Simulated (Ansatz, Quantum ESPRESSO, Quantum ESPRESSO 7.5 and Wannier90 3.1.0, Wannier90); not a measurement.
## Ballistic channels from Wannier functions: straight Ta chain, spacing 2.40 Å

Aim: a Wannier model and the conductance steps that follow from it, for this wire: straight Ta chain, spacing 2.40 Å.

Calculated with Quantum ESPRESSO 7.5 and Wannier90 3.1.0; plane-wave DFT, PBE, PseudoDojo norm-conserving pseudopotentials (cross-check by Ansatz 0.2.0 with PAW datasets).

This is a report of a sequence of runs, with most program output left out.

## (1) Set-up

The cell holds 1 atom: 1 Ta. Cell: a = 8.000 Å, b = 8.000 Å, c = 2.400 Å, α = 90.0°, β = 90.0°, γ = 90.0°. Vacuum lies along a and b. The structure's axis is c.

## (2) Ground state

The input, scf.in:

```
&control
  prefix = 'scf'
  outdir = './out'
  pseudo_dir = './pseudo'
  calculation = 'scf'
  tprnfor = .true.
/
&system
  ibrav = 0
  nat = 1
  ntyp = 1
  ecutwfc = 50
  ecutrho = 200
  occupations = 'smearing'
  smearing = 'mv'
  degauss = 0.005
/
&electrons
  conv_thr = 1e-07
  mixing_beta = 0.4
  electron_maxstep = 120
  mixing_mode = 'local-TF'
/
ATOMIC_SPECIES
  Ta  180.9479  Ta.dojo-sr-pbe-0.4.1-standard.upf
CELL_PARAMETERS angstrom
  8.00000000000000 0.00000000000000 0.00000000000000
  0.00000000000000 8.00000000000000 0.00000000000000
  0.00000000000000 0.00000000000000 2.40000000000000
ATOMIC_POSITIONS crystal
  Ta  0.000000000000 0.000000000000 0.000000000000
K_POINTS automatic
  1 1 32 0 0 0
```

Started as:

```sh
> OMP_NUM_THREADS=1 mpirun -n 4 pw.x -nk 2 -in scf.in > scf.out
```

It took 6.2 s on 4 MPI ranks of Intel Xeon Gold 6455B (Sapphire Rapids), shared host; peak memory 0.28 GiB.

Read from the output:

- free energy: -1766.3862 eV
- Fermi energy: -1.377 eV

The program's own clock; routines nest. Time by routine:

```tsv
routine	wall time (s)	calls
PWSCF	5.51	1
electrons	4.95	1
c_bands	3.24	15
cegterg	2.73	135
h_psi	2.46	499
fftw	2.38	8637
vloc_psi	2.24	499
mix_rho	0.85	15
sum_band	0.6	15
init_run	0.47	1
fft	0.41	170
ffts	0.39	919
hinit0	0.34	1
v_of_rho	0.23	16
```

The run needed 15 iterations to bring the estimated error under 1e-07 Ry.

## (3) Full uniform mesh without symmetry

Wannier90 needs the states on a whole uniform mesh, listed point by point, without symmetry.

The input, nscf.in:

```
&control
  prefix = 'nscf'
  outdir = './out'
  pseudo_dir = './pseudo'
  calculation = 'nscf'
/
&system
  ibrav = 0
  nat = 1
  ntyp = 1
  ecutwfc = 50
  ecutrho = 200
  occupations = 'smearing'
  smearing = 'mv'
  degauss = 0.005
  nosym = .true.
  noinv = .true.
  nbnd = 35
/
&electrons
  conv_thr = 1e-08
  mixing_beta = 0.4
  electron_maxstep = 120
  mixing_mode = 'local-TF'
  diago_full_acc = .true.
/
ATOMIC_SPECIES
  Ta  180.9479  Ta.dojo-sr-pbe-0.4.1-standard.upf
CELL_PARAMETERS angstrom
  8.00000000000000 0.00000000000000 0.00000000000000
  0.00000000000000 8.00000000000000 0.00000000000000
  0.00000000000000 0.00000000000000 2.40000000000000
ATOMIC_POSITIONS crystal
  Ta  0.000000000000 0.000000000000 0.000000000000
K_POINTS crystal
16
  0.0000000000 0.0000000000 0.0000000000 0.0625
  0.0000000000 0.0000000000 0.0625000000 0.0625
  0.0000000000 0.0000000000 0.1250000000 0.0625
  0.0000000000 0.0000000000 0.1875000000 0.0625
  0.0000000000 0.0000000000 0.2500000000 0.0625
  0.0000000000 0.0000000000 0.3125000000 0.0625
  0.0000000000 0.0000000000 0.3750000000 0.0625
  0.0000000000 0.0000000000 0.4375000000 0.0625
  0.0000000000 0.0000000000 0.5000000000 0.0625
  0.0000000000 0.0000000000 0.5625000000 0.0625
  0.0000000000 0.0000000000 0.6250000000 0.0625
  0.0000000000 0.0000000000 0.6875000000 0.0625
  0.0000000000 0.0000000000 0.7500000000 0.0625
  0.0000000000 0.0000000000 0.8125000000 0.0625
  0.0000000000 0.0000000000 0.8750000000 0.0625
  0.0000000000 0.0000000000 0.9375000000 0.0625
```

Started as:

```sh
> cp -r out/scf.save out/nscf.save
> cp out/scf.xml out/nscf.xml
> OMP_NUM_THREADS=1 mpirun -n 4 pw.x -nk 1 -in nscf.in > nscf.out
```

It took 7.4 s on 4 MPI ranks; peak memory 0.22 GiB; 29 s of CPU time.

This step gave:

* Fermi energy: -1.393 eV

The program's own clock; routines nest. Time by routine:

```tsv
routine	wall time (s)	calls
PWSCF	6.72	1
electrons	6.28	1
c_bands	6.28	1
cegterg	5.99	37
h_psi	4.27	665
vloc_psi	3.94	665
fftw	3.59	23438
cdiaghg	0.58	628
init_run	0.37	1
hinit0	0.34	1
fft	0.33	11
h_psi:calbec	0.17	665
calbec	0.17	665
add_vuspsi	0.12	665
```

## (4) Neighbour list from wannier90 -pp, with dis_win_max − E_F = 9.0

A first try, with customary settings: the .win file sets projections and windows, and states in the frozen window are kept exactly.

The input, wan_try.win:

```
num_wann = 9
num_bands = 35
num_iter = 200
num_print_cycles = 20
conv_tol = 1e-8
conv_window = 5
guiding_centres = true
dis_num_iter = 1500
dis_conv_tol = 1e-8
dis_win_min = -12.3766
dis_win_max = 7.6234
dis_froz_max = 0.1234
search_shells = 120
fermi_energy = -1.3766

transport = true
transport_mode = bulk
one_dim_axis = z
dist_cutoff = 19.1
dist_cutoff_mode = one_dim
tran_win_min = -4.0
tran_win_max = 2.0
tran_energy_step = 0.02

bands_plot = true
bands_num_points = 96
begin kpoint_path
G 0.0 0.0 0.0 Z 0.0 0.0 0.5
end kpoint_path

begin projections
Ta:s;p;d
end projections

begin unit_cell_cart
ang
  8.0000000000 0.0000000000 0.0000000000
  0.0000000000 8.0000000000 0.0000000000
  0.0000000000 0.0000000000 2.4000000000
end unit_cell_cart

begin atoms_frac
  Ta 0.0000000000 0.0000000000 0.0000000000
end atoms_frac

mp_grid = 1 1 16
begin kpoints
  0.0 0.0 0.0000000000
  0.0 0.0 0.0625000000
  0.0 0.0 0.1250000000
  0.0 0.0 0.1875000000
  0.0 0.0 0.2500000000
  0.0 0.0 0.3125000000
  0.0 0.0 0.3750000000
  0.0 0.0 0.4375000000
  0.0 0.0 0.5000000000
  0.0 0.0 0.5625000000
  0.0 0.0 0.6250000000
  0.0 0.0 0.6875000000
  0.0 0.0 0.7500000000
  0.0 0.0 0.8125000000
  0.0 0.0 0.8750000000
  0.0 0.0 0.9375000000
end kpoints
```

Started as:

```sh
> OMP_NUM_THREADS=1 wannier90.x -pp wan_try > wan_try.pp.log
```

The job ended after 0.59 s (1 MPI rank; peak memory 0.09 GiB).

## (5) Overlaps and projections

The same post-processing, on the changed run.

The input, wan_try.p2w.in:

```
&inputpp
  prefix = 'nscf'
  outdir = './out'
  seedname = 'wan_try'
  write_mmn = .true.
  write_amn = .true.
  write_unk = .false.
/
```

Started as:

```sh
> OMP_NUM_THREADS=1 mpirun -n 4 pw2wannier90.x -in wan_try.p2w.in > wan_try.p2w.out
```

Run time: 3.1 s. Hardware: 4 MPI ranks; peak memory 0.19 GiB; 12 s of CPU time.

## (6) Localisation, bands and conductance, with dis_win_max − E_F = 9.0

wan_try.win is that of step 4.

Started as:

```sh
> OMP_NUM_THREADS=1 wannier90.x wan_try > wan_try.run.log
```

Elapsed: 0.66 s, on 1 MPI rank; peak memory 0.09 GiB.

The input was rejected at the start.

The fault put into the input: an outer window with fewer states than Wannier functions at some k (dis_win_max − E_F = 9.0).

The outer window must hold at least num_wann states at every k: widen it, with enough bands computed to fill it.

## (7) Neighbour list from wannier90 -pp

The cure tried: a wider outer window, at both ends where needed.

The .win file sets projections and windows: states in the frozen window are kept exactly, the outer window gives room to disentangle.

wan.win, as its differences from the input of step 6:

```diff
@@ -10,3 +10,3 @@
 dis_win_min = -12.3766
-dis_win_max = 7.6234
+dis_win_max = 18.6234
 dis_froz_max = 0.1234
```

Started as:

```sh
> OMP_NUM_THREADS=1 wannier90.x -pp wan > wan.pp.log
```

Wall time 0.58 s (1 MPI rank); peak memory 0.09 GiB.

## (8) Overlaps and projections

pw2wannier90.x computes the overlaps between neighbouring k-points and the projections.

wan.p2w.in, as its differences from the input of step 5:

```diff
@@ -3,3 +3,3 @@
   outdir = './out'
-  seedname = 'wan_try'
+  seedname = 'wan'
   write_mmn = .true.
```

Started as:

```sh
> OMP_NUM_THREADS=1 mpirun -n 4 pw2wannier90.x -in wan.p2w.in > wan.p2w.out
```

The job ended after 3.1 s (4 MPI ranks; peak memory 0.19 GiB).

## (9) Localisation, bands and conductance

After disentangling and localising, transport_mode = bulk builds principal layers from hoppings within dist_cutoff and counts open channels.

wan.win is that of step 7.

Started as:

```sh
> OMP_NUM_THREADS=1 wannier90.x wan > wan.run.log
```

Run time: 8.2 s. Hardware: 1 MPI rank; peak memory 0.09 GiB.

Numbers from this step:

```
lead channels at the Fermi level, one spin                                        : 6.000
total spread                                                                      : 14.78 Å²
gauge-invariant spread                                                            : 11.96 Å²
largest misfit to plane-wave levels between mesh points, inside the frozen window : 0.03001 eV
```

Per spin. The quantum conductance of the perfect wire, open channels by energy, zero at the Fermi level:

```tsv
energy (eV)	quantum conductance of the perfect wire, open channels
-4.000	1.000
-3.800	1
-3.600	1
-3.400	1
-3.200	1
-3.000	1
-2.800	1
-2.600	1
-2.400	1
-2.200	3
-2.000	3
-1.800	3
-1.600	4
-1.400	4
-1.200	4
-1.020	4
-0.800	4
-0.600	4
-0.400	4
-0.200	5.00
0.000	6
0.200	6
0.400	6
0.600	6
0.800	6
1.000	6
1.200	6
1.400	6
1.600	6
1.800	5.00
2.000	4
```

Wannier functions:

```tsv
no.	x (Å)	y (Å)	z (Å)	spread (Å²)
1	-0.08784	0.00542	1.2	1.835
2	-3.228	0.1454	-4.798	2.187
3	1.281	0.01643	-7.70e-5	1.746
4	-0.05592	-1.165	-1.50e-5	1.664
5	-0.7505	0.1698	6.33e-4	1.6
6	0.0361	-4.30e-5	-6.89e-4	1.299
7	-8.80e-5	-0.002778	4.00e-6	1.294
8	0.05054	1.135	-1.20e-5	1.656
9	-0.03987	-0.1794	2.48e-4	1.499
```

Electronic bands along the path, in eV, zero at the Fermi level; # counts the bands kept:

```tsv
point	#1	#2	#3	#4	#5	#6
Γ	-4.25	-1.64	-0.21	-0.17	1.76	1.80
halfway	-0.97	-0.07	-0.07	0.82	0.85	1.75
Z	-2.26	-2.26	2.21	2.23	2.28	5.52
```

Bands and channels are those of the Wannier model: bands that were not projected, and all outside the frozen window, are missing or only approximate.

Disentanglement stopped at its cap on iterations, so these spreads are not final.

At least 1 of the functions sits far from every atom, off the bonds: the outer window has let in states of the vacuum, so the basis is not the atomic one that was projected.

## (10) Neighbour list from wannier90 -pp, with num_iter = 0

A sensitivity test on the input.

wan_w.win, as its differences from the input of step 9:

```diff
@@ -2,3 +2,3 @@
 num_bands = 35
-num_iter = 200
+num_iter = 0
 num_print_cycles = 20
```

Started as:

```sh
> OMP_NUM_THREADS=1 wannier90.x -pp wan_w > wan_w.pp.log
```

Wall time 0.6 s (1 MPI rank); peak memory 0.09 GiB.

## (11) Overlaps and projections

The follow-up step for that run.

The input, wan_w.p2w.in:

```
&inputpp
  prefix = 'nscf'
  outdir = './out'
  seedname = 'wan_w'
  write_mmn = .true.
  write_amn = .true.
  write_unk = .false.
/
```

Started as:

```sh
> OMP_NUM_THREADS=1 mpirun -n 4 pw2wannier90.x -in wan_w.p2w.in > wan_w.p2w.out
```

Run time: 3.1 s. Hardware: 4 MPI ranks; peak memory 0.19 GiB.

## (12) Localisation, bands and conductance, with num_iter = 0

wan_w.win, as its differences from the input of step 9:

```diff
@@ -2,3 +2,3 @@
 num_bands = 35
-num_iter = 200
+num_iter = 0
 num_print_cycles = 20
```

Started as:

```sh
> OMP_NUM_THREADS=1 wannier90.x wan_w > wan_w.run.log
```

Elapsed: 8 s, on 1 MPI rank; peak memory 0.09 GiB.

The total spread is 72.5 against 14.8 Å². Between −2 and 1.5 eV the channel count differs from the first run's at 6 % of the energies, and at the Fermi level it is 6 against 6.

## (13) The same in Ansatz

A second code with its own PAW datasets, on the same atoms.

Level of this step: plane-wave DFT, PBE, Ansatz PAW (Ansatz 0.2.0).

System of this step: straight Ta chain, spacing 2.40 Å, 2 periods. The cell holds 2 atoms: 2 Ta. Cell: a = 8.000 Å, b = 8.000 Å, c = 4.800 Å, α = 90.0°, β = 90.0°, γ = 90.0°. Vacuum lies along a and b. The structure's axis is c.

The input, input.yaml:

```yaml
crystal:
  lattice:
    - [8.0, 0.0, 0.0]
    - [0.0, 8.0, 0.0]
    - [0.0, 0.0, 4.8]
  atoms:
    - { symbol: Ta, position: [0.0, 0.0, 0.0] }
    - { symbol: Ta, position: [0.0, 0.0, 0.5] }
kpoints:
  mp_grid: { grid: [1, 1, 16] }
hamiltonian:
  xc: pbe
scf:
  occupations: { method: fermi_dirac, width: 0.05 }
  convergence: { dr2_threshold: 1.0e-08 }
output:
  transmission:
    leads: [[0, 0]]
    e_range: [-4.0, 2.0]
    de: 0.05
    kmesh: [1, 1]
    reduced_basis: true
```

Started as:

```sh
> ansatz run input.yaml --threads 4 --pin off --max-ram 12288MiB --backend cpu --events-out ev --progress --plain --runs-dir out
```

It took 11 s on 4 threads; peak memory 0.66 GiB.

This step gave:

* free energy: -19854.1950 eV
* energy at zero smearing: -19854.1640 eV
* smearing term TS: 0.06190 eV
* Fermi energy: -1.317 eV
* symmetry operations: 32
* lead channels at the Fermi level, one spin: 6

Per spin. Table of open channels by energy, zero at the Fermi level:

```tsv
energy (eV)	open channels
-4.000	1
-3.800	1
-3.600	1
-3.400	1
-3.200	1
-3.000	1
-2.800	1
-2.600	1
-2.400	1
-2.200	3
-2.000	3
-1.800	3
-1.600	4
-1.400	4
-1.200	4
-1.000	4
-0.800	4
-0.600	4
-0.400	4
-0.200	6
0.000	6
0.200	6
0.400	6
0.600	6
0.800	6
1.000	6
1.200	6
1.400	6
1.600	6
1.800	4
2.000	4
```

## (14) Worked from the printed numbers

6 channels × 77.48 µS = 465 µS, a two-terminal resistance of 12.906/6 = 2.15 kΩ whatever the wire's length, as long as nothing scatters.

## (15) Outcome

* open channels at the Fermi level, per spin: 6
* total spread: 14.8 Å²
* gauge-invariant spread: 12.0 Å²
* largest band misfit in the frozen window: 0.0300 eV
* channels at the Fermi level by Ansatz: 6

**Reading.** The wire offers 6 channels per spin at the Fermi level. Between -4 and 1.5 eV the channel count from Wannier functions equals that from Ansatz's layer matching at 98 % of the energies; outside the frozen window the Wannier bands are not held to the plane-wave ones. Each plane-wave level in the frozen window has a Wannier level within 0.04 eV; this test doesn't see extra bands that a model may add. Disentanglement stopped at its cap on iterations, so the spreads are not final; the frozen states are kept all the same. At least one function lies in the vacuum, so the spreads don't describe atomic orbitals, though the frozen bands are still reproduced. The wire is perfect, so the conductance only counts bands: each channel, with its partner of the other spin, carries G₀ = 2e²/h. It was run without spin polarisation, which was not tested. Spin-orbit coupling is left out; depending on the atoms that carry the levels of interest, it can split and shift them by tenths of an eV to an eV or more.

[Logs are printed without paths, hosts, clocks, repeated set-up lines and the standing remarks that a program may print on its own settings, such as how far it seeks lower states.]

[Hosts, paths, dates, database ids (printed as entryN), source tags and the programs' standing remarks are cut or masked in the printed files.]

[Maps of the electrostatic potential energy from Ansatz leave out the sawtooth potential of an applied field or a dipole correction, so their vacuum need not be flat; planar profiles and work functions include it.]
